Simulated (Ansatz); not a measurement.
# Random alloy of the diamond Si-C (dilute carbon) line, x = 0.0625 (64 atoms): relaxation and levels of theory

Which bonds does the relaxation leave, and how do the Kohn-Sham gap, forces and pressure change with k-mesh and functional?

Calculated with Ansatz 0.2.0: Kohn-Sham DFT, PBE, PAW (set soft_2), plane waves; cutoff 420 eV, k-mesh 2×2×2, fermi-dirac smearing of 0.025 eV.

**The cell**

The cell holds 64 atoms: 4 C and 60 Si. Cell: a = 10.699 Å, b = 10.699 Å, c = 10.699 Å, α = 90.0°, β = 90.0°, γ = 90.0°. It derives from Si (diamond Si-C (dilute carbon)) and C, repeated 2×2×2. Diamond Si-C (dilute carbon): 64 atoms, 4 of 64 Si sites given to C at random, cell and internal coordinates interpolated linearly between the end members (Vegard's rule); not relaxed, displaced by a Gaussian of 0.02 Å. Lattice constants are starting values near those of PBE.

Cell and atoms were relaxed with PBE. The walk converged after 9 steps by the program's count, with a largest force component of 0.0230 eV/Å; it began at an r.m.s. force component of 0.79 eV/Å. The edges went from 10.699, 10.699, 10.699 to 10.660, 10.660, 10.660 Å, and the volume from 19.134 to 18.928 Å³ an atom (-1.1 %).

The input of the reference single point:

```yaml
crystal:
  lattice:
    - [10.66018, 0.0075, -0.00049]
    - [0.0075, 10.66022, 0.00049]
    - [-0.00049, 0.00049, 10.65993]
  atoms:
    - { symbol: C, position: [0.00913, 0.99127, 0.00164] }
    - { symbol: Si, position: [0.10953, 0.10387, 0.1102] }
    - { symbol: Si, position: [0.00303, 0.24592, 0.24339] }
    - { symbol: Si, position: [0.12995, 0.3809, 0.368] }
    [... 58 atom lines left out ...]
    - { symbol: Si, position: [0.74795, 0.75054, 0.50031] }
    - { symbol: Si, position: [0.87828, 0.87417, 0.62715] }
kpoints:
  mp_grid: { grid: [2, 2, 2] }
hamiltonian:
  xc: pbe
scf:
  occupations: { method: fermi_dirac, width: 0.025 }
output:
  forces: true
  stress: true
  populations: true
  dos:
    method: { smearing: { sigma: 0.08 } }
    de: 0.05
    projected: { site_lists: { C: [C], Si: [Si] } }
  eigenvalues: true
  write_density: true
  write_potential: true
  volumetric_format: npy
```

**Bonds after relaxation**

Bonds by pair of elements; cutoffs follow the first minimum of g(r), held within bounds set by covalent radii, and pairs that aren't listed don't count as bonded:

```tsv
pair A-B	cutoff (Å)	bonds	mean length (Å)	spread (Å)	shortest (Å)	B about A	A about B
Si-Si	2.77	113	2.36	0.032	2.31	3.77	3.77
Si-C	2.28	14	2.02	0.027	1.98	0.233	3.5
C-C	1.85	1	1.69	0	1.69	0.5	0.5
```

How many atoms have how many bonded neighbours:

```tsv
element	mean	4
C	4	4
Si	4	60
```

**Levels of theory**

Single points at the relaxed geometry:

| functional | k-mesh | Kohn-Sham gap (eV) | pressure (GPa) | r.m.s. force component (eV/Å) | SCF cycles | time |
| --- | --- | --- | --- | --- | --- | --- |
| PBE | 2×2×2 | 0.324 | 0.01 | 0.008 | 8 | 66 s |
| PBE | 1×1×1 | 0.384 | 0.83 | 0.023 | 8 | 9.1 s |
| HSE06 | 1×1×1 | 1.034 | -1.01 | 0.039 | 20 | 2.7 min |
| r2SCAN | 2×2×2 | 0.502 | -1.37 | 0.037 | 8 | 2 min |
| PBEsol | 2×2×2 | 0.230 | -1.97 | 0.027 | 8 | 63 s |

The gap is that between the highest filled and lowest empty Kohn-Sham level on the run's k-points. Cutoffs: 420 eV for PBE, HSE06 and PBEsol; 500 eV for r2SCAN. Times come from shared hosts and are rough.

**Findings**

The Kohn-Sham gap is 0.32 eV with PBE on the 2×2×2 mesh. On the 1×1×1 mesh HSE06 changes the gap by +0.65 eV against PBE. Carrying that shift over to the 2×2×2 mesh gives 0.32 + 0.65 = 0.97 eV, an estimate that takes the shift to be alike at all k-points. On the reference's mesh the gap changes with r2SCAN by +0.18 eV and PBEsol by -0.09 eV. Against the reference the pressure changes with r2SCAN by -1.4 GPa and PBEsol by -2.0 GPa; a negative change means a smaller volume than PBE would take.

Limits: All single points share the geometry relaxed with PBE. One random arrangement of the atoms on their sites. In some runs the program notes that positions were snapped to a detected symmetry, the exchange threshold is loose for the stress, the SCF threshold is loose for the stress and it cut back its work space to fit the memory limit.

[Logs are printed without paths, hosts, clocks, repeated set-up lines and the standing remarks that a program may print on its own settings, such as how far it seeks lower states.]

[Hosts, paths, dates, database ids (printed as entryN), source tags and the programs' standing remarks are cut or masked in the printed files.]
